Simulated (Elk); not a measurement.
# MnPt: spin-spiral energies

Aim: the energy of spin spirals in MnPt along a path of wavevectors.

Method: LDA (Perdew-Wang); all-electron APW+lo, Dirac cores, scalar-relativistic bands, in Elk 11.2.3 (patched build).

## 1. The starting structure

It takes space group P4/mmm (No. 123, tetragonal). The conventional cell has a = 2.830 Å, b = 2.830 Å, c = 3.660 Å, α = 90.00°, β = 90.00°, γ = 90.00°. Nearest to Mn lie 8 Pt at 2.71 Å and 4 Mn at 2.83 Å. Nearest to Pt lie 8 Mn at 2.71 Å and 4 Pt at 2.83 Å. Farther neighbours are not listed.

## 2. Run at q = 0

The energies of all spirals count from this run, made with the same spinor basis and mesh so that errors cancel.

The moments start as ferro +, on a cone 45° from z.

Moments are seeded by fields in the spheres (the last three columns under atoms), set against the wanted direction and reduced each loop.

elk.in

```
tasks
  0

xctype
  3

reducebf
  0.5

epsengy
  1e-06

maxscl
  100

rgkmax
  7.0

nempty
  12

swidth
  0.003

lmaxi
  3

spinsprl
  .true.

spinpol
  .true.

vqlss
  0.000000 0.000000 0.000000

sppath
  './'

avec
  5.34792493269 0.00000000000 0.00000000000
  0.00000000000 5.34792493269 0.00000000000
  0.00000000000 0.00000000000 6.91639761613

atoms
  2
  'Mn.in'
  1
  0.0000000000 0.0000000000 0.0000000000   -0.074246 0.000000 -0.074246
  'Pt.in'
  1
  0.5000000000 0.5000000000 0.5000000000   0.000000 0.000000 0.000000

ngridk
  8 8 8
```

Started as:

```
$ OMP_NUM_THREADS=4 elk
```

Numbers of over 12 decimals in the logs are rounded to 6 here.

The program printed:

```text
Warning(gndstate): core states of species 2 leak from the muffin-tin :   0.3437826744E-03

--- INFO.OUT ---
┌─────────────────────────┐
│ Elk code version 11.2.3 │
└─────────────────────────┘

All units are atomic (Hartree, Bohr, etc.)

┌─────────────────────────────────────────────────┐
│ Ground-state run starting from atomic densities │
└─────────────────────────────────────────────────┘

Lattice vectors :
   5.347924933       0.000000000       0.000000000
   0.000000000       5.347924933       0.000000000
   0.000000000       0.000000000       6.916397616

Reciprocal lattice vectors :
   1.174882854       0.000000000       0.000000000
   0.000000000       1.174882854       0.000000000
   0.000000000       0.000000000      0.9084476712

Unit cell volume      :    197.8110542
Brillouin zone volume :    1.253975489

Muffin-tin inner radius fraction :   0.1000000000E-01

Nuclei treated as point charges

Species : 1 (Mn)
 parameters loaded from : Mn.in
 name : manganese
 nuclear charge    :   -25.00000000
 electronic charge :    25.00000000
 atomic mass :    100145.9370
 muffin-tin radius :    2.400000000
 number of radial points in muffin-tin :    497
 inner part over the whole radius :   0.9798345621E-02
 number on inner part of muffin-tin    :    350
 approximate nuclear radius :   0.7074591925E-04
 number of mesh points to nuclear radius :    165
 atomic positions (lattice), magnetic fields (Cartesian) :
  1 :   0.00000000  0.00000000  0.00000000   -0.07424600  0.00000000 -0.07424600

Species : 2 (Pt)
 parameters loaded from : Pt.in
 name : platinum
 nuclear charge    :   -78.00000000
 electronic charge :    78.00000000
 atomic mass :    355605.4401
 muffin-tin radius :    2.648962466
 number of radial points in muffin-tin :    697
 inner part over the whole radius :   0.9986296562E-02
 number on inner part of muffin-tin    :    500
 approximate nuclear radius :   0.1029052813E-03
 number of mesh points to nuclear radius :    263
 atomic positions (lattice), magnetic fields (Cartesian) :
  1 :   0.50000000  0.50000000  0.50000000    0.00000000  0.00000000  0.00000000

Total number of atoms per unit cell :    2
Total muffin-tin volume :    135.7661270
 ratio of muffin-tin to unit cell volume :   0.6863424670

Spin treatment :
 spin-polarised
 global magnetic field (Cartesian) :    0.000000000       0.000000000       0.000000000
 non-collinear magnetisation
 spin-spiral state assumed
  q-vector (lattice)   :    0.000000000       0.000000000       0.000000000
  q-vector (Cartesian) :    0.000000000       0.000000000       0.000000000
  q-vector length      :    0.000000000

Number of Bravais lattice symmetries :   16
Number of crystal symmetries         :   16
Crystal has inversion symmetry
Real symmetric eigensolver will be used

k-point grid :      8     8     8
k-point offset :    0.000000000       0.000000000       0.000000000
k-point set is reduced with full crystal symmetry group
Total number of k-points :       75

Muffin-tin radius times maximum |G+k| :    7.000000000
 using average radius
Maximum |G+k| for APW functions       :    2.772846915
Maximum (1/2)|G+k|²                   :    3.844340008
Maximum |G| for potential and density :    12.00000000
Constant for pseudocharge density :    8
 order of it for each species :   15  15
 order of it for pair densities of each species (exact exchange by exxq0 0: 15) :    8  11
Radial integration step length :    1

G-vector grid sizes :     21    21    27
Number of G-vectors :     5791

Maximum angular momentum used for
 APW functions            :    8
 outer part of muffin-tin :    6
 inner part of muffin-tin :    3

Total nuclear charge    :   -103.0000000
Total core charge       :    58.00000000
Total valence charge    :    45.00000000
Total excess charge     :    0.000000000
Total electronic charge :    103.0000000

Effective Wigner radius, rₛ :   0.7710956288

Number of empty states         :     24
Total number of valence states :     94
Total number of core states    :     58

Third-order local-orbitals added for an l without core states : T
Total number of local-orbitals :     61

Exchange-correlation functional :      3     0     0
 Perdew-Wang/Ceperley-Alder, Phys. Rev. B 45, 13244 (1992)
 gradient requirement :    0
 local density approximation (LDA)

Smearing type :    3
 Fermi-Dirac
Smearing width :   0.3000000000E-02
Effective electronic temperature (K) :    947.3250744

Mixing type :    3
 Broyden mixing, J. Phys. A: Math. Gen. 17, L317 (1984)

Kohn-Sham potential initialised from atomic data

┌──────────────────────────────┐
│ Self-consistent loop started │
└──────────────────────────────┘

┌─────────────────┐
│ Loop number : 1 │
└─────────────────┘

Energies :
 Fermi                       :     0.180661
 sum of occupied eigenvalues :     -12006.326352837
 electron kinetic            :      22248.674519706
 core electron kinetic       :      21316.086655699
 Coulomb                     :     -41444.323514132
 Coulomb potential           :     -33766.988686407
 nuclear-nuclear             :     -1885.7815636814
 electron-nuclear            :     -45399.076279456
 Hartree                     :      5840.5343290062
 Madelung                    :     -24560.829170928
 xc potential                :     -487.91201577333
 xc effective B-field        :    -0.81444767365082E-01
 external B-field            :      0.000000
 exchange                    :     -386.29835257228
 correlation                 :     -10.261265410952
 electron entropic           :    -0.24817248254206E-02
 total energy                :     -19592.211094134
 (external B-field energy excluded from total)

Density of states at Fermi energy :    85.06720333
 (states/Hartree/unit cell)

Estimated indirect band gap :   0.1973558788E-03
 from k-point 57 to k-point 70
Estimated direct band gap   :   0.1466808293E-02
 at k-point 40

Charges :
 core                        :    58.00000000
 valence                     :    45.00000000
 interstitial                :    2.337131417
 muffin-tins (core leakage)
  species : 1 (Mn)
   atom 1                    :    25.12358870     ( -0.3595730968E-05)
  species : 2 (Pt)
   atom 1                    :    75.53927989     (  0.3906422567E-03)
 total in muffin-tins        :    100.6628686
 total calculated charge     :    103.0004575
 total charge                :    103.0000000
 error                       :   0.4574601990E-03

Moments :
 interstitial                :  -0.1416904677E-01  0.4333101129E-11 -0.1416900623E-01
 muffin-tins
  species : 1 (Mn)
   atom 1                    :    1.511870383      0.3320299631E-10   1.511871046
  species : 2 (Pt)
   atom 1                    :  -0.2925415265E-02  0.5293973529E-10 -0.2925054138E-02
 total in muffin-tins        :    1.508944968      0.8614273160E-10   1.508945992
 total moment                :    1.494775921      0.9047583273E-10   1.494776986

┌─────────────────┐
│ Loop number : 2 │
└─────────────────┘

Energies :
 Fermi                       :     0.182544
 sum of occupied eigenvalues :     -12006.663221398
 electron kinetic            :      22249.048238277
 core electron kinetic       :      21315.947529718
 Coulomb                     :     -41445.229216090
 Coulomb potential           :     -33763.826575741
 nuclear-nuclear             :     -1885.7815636814
 electron-nuclear            :     -45404.153676217
 Hartree                     :      5844.7060238082
 Madelung                    :     -24563.315928220
 xc potential                :     -491.77950453965
 xc effective B-field        :    -0.90167914579390E-01
 external B-field            :      0.000000
 exchange                    :     -386.29046025196
 correlation                 :     -10.259724036357
 electron entropic           :    -0.22989246902659E-02
 total energy                :     -19592.733461026
 (external B-field energy excluded from total)

Density of states at Fermi energy :    76.96861786
 (states/Hartree/unit cell)

Estimated indirect band gap :   0.3852139000E-03
 from k-point 63 to k-point 10
Estimated direct band gap   :   0.1357145536E-02
 at k-point 40

Charges :
 core                        :    58.00000000
 valence                     :    45.00000000
 interstitial                :    2.333002503
 muffin-tins (core leakage)
  species : 1 (Mn)
   atom 1                    :    24.92960125     ( -0.3595730979E-05)
  species : 2 (Pt)
   atom 1                    :    75.73739625     (  0.3878572049E-03)
 total in muffin-tins        :    100.6669975
 total calculated charge     :    103.0004846
 total charge                :    103.0000000
 error                       :   0.4845718398E-03

Moments :
 interstitial                :  -0.8352061660E-02 -0.1247232480E-06 -0.8351991645E-02
 muffin-tins
  species : 1 (Mn)
   atom 1                    :    1.593080087     -0.5726517464E-06   1.593080847
  species : 2 (Pt)
   atom 1                    :   0.1070623460E-01 -0.6265657723E-06  0.1070662744E-01
 total in muffin-tins        :    1.603786322     -0.1199217519E-05   1.603787475
 total moment                :    1.595434260     -0.1323940767E-05   1.595435483

RMS change in Kohn-Sham potential (target) :   0.3707891936     (  0.1000000000E-05)
Absolute change in total energy (target)   :   0.5223668923     (  0.1000000000E-05)

[... loops 3 to 23 left out ...]

┌──────────────────┐
│ Loop number : 24 │
└──────────────────┘

Energies :
 Fermi                       :     0.321497
 sum of occupied eigenvalues :     -11999.622106995
 electron kinetic            :      22262.319345157
 core electron kinetic       :      21317.600318859
 Coulomb                     :     -41458.172028271
 Coulomb potential           :     -33734.934721877
 nuclear-nuclear             :     -1885.7815636814
 electron-nuclear            :     -45459.920541130
 Hartree                     :      5887.5300765404
 Madelung                    :     -24590.704667332
 xc potential                :     -526.77834358600
 xc effective B-field        :    -0.228387
 external B-field            :      0.000000
 exchange                    :     -386.86598570496
 correlation                 :     -10.259052547677
 electron entropic           :    -0.12442811318860E-02
 total energy                :     -19592.978965648
 (external B-field energy excluded from total)

Density of states at Fermi energy :    39.76873185
 (states/Hartree/unit cell)

Estimated indirect band gap :   0.1469676830E-03
 from k-point 1 to k-point 14
Estimated direct band gap   :   0.2810234067E-02
 at k-point 14

Charges :
 core                        :    58.00000000
 valence                     :    45.00000000
 interstitial                :    2.086763755
 muffin-tins (core leakage)
  species : 1 (Mn)
   atom 1                    :    23.80299700     ( -0.3595730847E-05)
  species : 2 (Pt)
   atom 1                    :    77.11023924     (  0.3437826758E-03)
 total in muffin-tins        :    100.9132362
 total calculated charge     :    103.0005266
 total charge                :    103.0000000
 error                       :   0.5266106067E-03

Moments :
 interstitial                :   0.6459821889E-01 -0.2801105494E-04  0.6460284305E-01
 muffin-tins
  species : 1 (Mn)
   atom 1                    :    2.546329042     -0.9562980447E-03   2.546375499
  species : 2 (Pt)
   atom 1                    :   0.2560588556     -0.1242169612E-03  0.2560492285
 total in muffin-tins        :    2.802387898     -0.1080515006E-02   2.802424727
 total moment                :    2.866986117     -0.1108526061E-02   2.867027570

RMS change in Kohn-Sham potential (target) :   0.2057431075E-06 (  0.1000000000E-05)
Absolute change in total energy (target)   :   0.6308255251E-08 (  0.1000000000E-05)

Convergence targets achieved

┌──────────────────┐
│ Loop number : 25 │
└──────────────────┘

Energies :
 Fermi                       :     0.321497
 sum of occupied eigenvalues :     -11999.622106950
 electron kinetic            :      22262.319345229
 core electron kinetic       :      21317.600318923
 Coulomb                     :     -41458.172028319
 Coulomb potential           :     -33734.934721825
 nuclear-nuclear             :     -1885.7815636814
 electron-nuclear            :     -45459.920541289
 Hartree                     :      5887.5300766520
 Madelung                    :     -24590.704667406
 xc potential                :     -526.77834366050
 xc effective B-field        :    -0.228387
 external B-field            :      0.000000
 exchange                    :     -386.86598571255
 correlation                 :     -10.259052547193
 electron entropic           :    -0.12442810133874E-02
 total energy                :     -19592.978965630
 (external B-field energy excluded from total)

Density of states at Fermi energy :    39.76872746
 (states/Hartree/unit cell)

Estimated indirect band gap :   0.1469642318E-03
 from k-point 1 to k-point 14
Estimated direct band gap   :   0.2810235955E-02
 at k-point 14

Charges :
 core                        :    58.00000000
 valence                     :    45.00000000
 interstitial                :    2.086763752
 muffin-tins (core leakage)
  species : 1 (Mn)
   atom 1                    :    23.80299701     ( -0.3595730838E-05)
  species : 2 (Pt)
   atom 1                    :    77.11023924     (  0.3437826744E-03)
 total in muffin-tins        :    100.9132362
 total calculated charge     :    103.0005266
 total charge                :    103.0000000
 error                       :   0.5266106095E-03

Moments :
 interstitial                :   0.6459819247E-01 -0.2894564373E-04  0.6460286776E-01
 muffin-tins
  species : 1 (Mn)
   atom 1                    :    2.546328097     -0.9931379963E-03   2.546376509
  species : 2 (Pt)
   atom 1                    :   0.2560587600     -0.1279216908E-03  0.2560493306
 total in muffin-tins        :    2.802386857     -0.1121059687E-02   2.802425840
 total moment                :    2.866985050     -0.1150005331E-02   2.867028708

┌──────────────────────────────┐
│ Self-consistent loop stopped │
└──────────────────────────────┘

Warning : core states of species 2 leak from the muffin-tin :   0.3437826744E-03

Wrote STATE.OUT
```

It took 2 min on 4 threads of Arm Neoverse V2, shared host; peak memory 0.24 GiB; 7.7 min of CPU time.

Read from the output:

| Property | Result |
| --- | --- |
| density of states at the Fermi level | 1.461 states/eV/cell |
| moment between the spheres | 0.06460, 0, 0.06460 μB |
| magnetization | 2.867, -0.00115, 2.867 μB |
| final state | ferromagnetic |
| largest moment | 3.601 μB |

After 25 cycles the largest moment stands at 3.60 μB.

(Part 1 of 2 ends here.)

[Logs and program files are shortened in this print: banners, set-up blocks, solver, clock and traceback lines can be left out without a mark of their own.]

[Logs are printed without paths, hosts, clocks, repeated set-up lines and the standing remarks that a program may print on its own settings, such as how far it seeks lower states.]

[Hosts, paths, dates, database ids (printed as entryN), source tags and the programs' standing remarks are cut or masked in the printed files.]

[Where a cell is said to come from a database of computed structures, the database is the Materials Project.]
